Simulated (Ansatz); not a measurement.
# Moving the knobs of a GW run on LaGaO3 (R-3c)

Aim: change settings of a G0W0 run on LaGaO3 (R-3c) and see what moves.

Calculated with Ansatz 0.2.0; G0W0 on LDA, plane waves, PAW.

This is a report of a sequence of runs, with most program output left out.

## 1. Starting point

Symmetry: R-3c, No. 167, trigonal system. Conventional cell: a = 5.543 Å, b = 5.543 Å, c = 13.433 Å, α = 90.00°, β = 90.00°, γ = 120.00°. La has 12 O at 2.47 to 3.08 Å nearest. Ga has 6 O at 1.98 Å nearest. O has 2 Ga at 1.98 Å and 4 La at 2.47 to 3.08 Å nearest. Farther neighbours and most contacts between anions are not listed.

The cell and positions come from the Crystallography Open Database and are kept as given unless a step says otherwise. Spin-orbit coupling is left out unless a step names it. The default PAW set here is soft_2. Its files were made with PBE.

## 2. The base run: 2×2×2 mesh, 303 empty bands, screening to 108 eV

Now the one-shot GW correction: screening in the RPA, then the self-energy of the levels asked for.

Input file input.yaml:

```yaml
crystal:
  lattice:
    - [2.77145, 1.6000974035, 4.4776]
    - [-2.77145, 1.6000974035, 4.4776]
    - [0.0, -3.2001948071, 4.4776]
  atoms:
    - { symbol: La, position: [0.25, 0.25, 0.25] }
    - { symbol: La, position: [0.75, 0.75, 0.75] }
    - { symbol: Ga, position: [0.0, 0.0, 0.0] }
    - { symbol: Ga, position: [0.5, 0.5, 0.5] }
    - { symbol: O, position: [0.8048, 0.6952, 0.25] }
    - { symbol: O, position: [0.25, 0.8048, 0.6952] }
    - { symbol: O, position: [0.6952, 0.25, 0.8048] }
    - { symbol: O, position: [0.1952, 0.3048, 0.75] }
    - { symbol: O, position: [0.75, 0.1952, 0.3048] }
    - { symbol: O, position: [0.3048, 0.75, 0.1952] }
kpoints:
  mp_grid: { grid: [2, 2, 2] }
hamiltonian:
  xc: lda
scf:
  occupations: { method: fixed }
gw:
  n_empty_bands: 303
  ecut_chi: 108
  qp_bands: [v3, c3]
  qp_kpoints: band_edges
  screening: { model: contour_deformation }
```

Run with:

```
$ ansatz run input.yaml --threads 3 --pin off --max-ram 92160MiB --backend cuda --events-out ev --progress --plain --runs-dir out --devices 1 --max-vram 13GiB
```

Wall time 11 s (1 × NVIDIA H100 80GB HBM3 (shared by 6 runs) with 3 threads of AMD EPYC 7R13 (Zen 3), shared host); peak memory 1.2 GiB; 13 s of CPU time.

Numbers from this step:

| Quantity | Value |
| --- | --- |
| bands summed | 345 |
| RPA ε∞ on this mesh (eigenvalues) | 5.654, 5.735, 5.735 |
| plane waves in the screening matrix | 313 |
| q-points in the mesh | 8 |
| G0W0 gap on the mesh | 5.127 eV |
| k of the valence top | 0, -0.5, -0.5 |
| k of the conduction bottom | 0, 0, 0 |
| starting gap on the mesh | 3.475 eV |
| Z at the valence top | 0.7560 |
| Z at the conduction bottom | 0.8112 |
| least direct G0W0 gap on the computed points | 5.246 eV |

The gap on the mesh goes from 3.47 eV to 5.13 eV, a correction of +1.65 eV. Between the two edge states, bare exchange in place of the xc potential would open the gap by 10.48 eV, and correlation takes back 8.82 eV.

## 3. Variant: low screening cutoff

input.yaml: that of step 2 with these lines changed.

```diff
@@ -23,4 +23,4 @@
 gw:
-  n_empty_bands: 303
-  ecut_chi: 108
+  n_empty_bands: 355
+  ecut_chi: 40
   qp_bands: [v3, c3]
```

Wall time 12 s (1 × NVIDIA H100 80GB HBM3 (shared by 6 runs) with 3 threads); peak memory 1.2 GiB.

Against the base:

```
              setting  base  variant
          empty bands   303      355
screening cutoff (eV)   108       40
```

```
                                    quantity  variant   base
                    starting gap on the mesh    3.475  3.475
                        G0W0 gap on the mesh    5.119  5.127
least direct G0W0 gap on the computed points    5.224  5.246
                        Z at the valence top    0.769  0.756
                  Z at the conduction bottom    0.821  0.811
```

## 4. Variant: plasmon pole at a typed frequency

input.yaml: that of step 3 with these lines changed.

```diff
@@ -23,6 +23,7 @@
 gw:
-  n_empty_bands: 355
-  ecut_chi: 40
+  n_empty_bands: 270
+  ecut_chi: 100
   qp_bands: [v3, c3]
   qp_kpoints: band_edges
-  screening: { model: contour_deformation }
+  screening: { model: godby_needs }
+  plasmon_pole_fit_frequency: 25
```

Elapsed: 12 s, on 1 × NVIDIA H100 80GB HBM3 (shared by 6 runs) with 3 threads; peak memory 1.2 GiB; 11 s of CPU time.

The G0W0 gap on the mesh is 5.156 eV.

Against the base:

```
                   setting                 base       variant
               empty bands                  303           270
     screening cutoff (eV)                  108           100
           frequency model  contour deformation  plasmon pole
plasmon pole fit frequency                    -            25
```

```
                                    quantity  variant   base
                    starting gap on the mesh    3.475  3.475
                        G0W0 gap on the mesh    5.156  5.127
least direct G0W0 gap on the computed points    5.271  5.246
                        Z at the valence top    0.775  0.756
                  Z at the conduction bottom    0.823  0.811
```

## 5. Outcome

| Property | Result |
| --- | --- |
| base | 5.13 eV, 11 s |
| low screening cutoff | 5.12 eV, 12 s |
| plasmon pole at a typed frequency | 5.16 eV, 12 s |

What this shows: Low screening cutoff: the gap moves by −0.01 eV; such settings are too crude to quote. The variant differs from the base in empty bands and screening cutoff together, so the change can't be laid to one of them. Plasmon pole at a typed frequency: the gap moves by +0.03 eV. The variant differs from the base in empty bands, screening cutoff, frequency model and plasmon pole fit frequency together, so the change can't be laid to one of them. All runs here use a coarse mesh and modest cutoffs; they test settings and are not final values. The 2×2×2 mesh is coarse for this cell (its supercell is 11 Å along the shortest edge). The RPA ε∞ on it, from the LDA start, is 5.65 and 5.74; such meshes misread the long-range screening, most where the gap is narrow. Empty 4f levels lie among the conduction bands. Their place in the start is unsure; it enters the screening, and the edge itself where they lie low. The many-body steps are scalar-relativistic: spin-orbit coupling is not in them.

[Paths, hosts, dates, memory and timing lines, banners, echoed tables and standing remarks are left out of the program output.]

[Logs are printed without paths, hosts, clocks, repeated set-up lines and the standing remarks that a program may print on its own settings, such as how far it seeks lower states.]

[Runs of the session that timed out or met a known fault of the program may be left out.]

[Cells called generated may have been cut or substituted from an entry of the Crystallography Open Database or the Materials Project.]

[Hosts, paths, dates, database ids (printed as entryN), source tags and the programs' standing remarks are cut or masked in the printed files.]
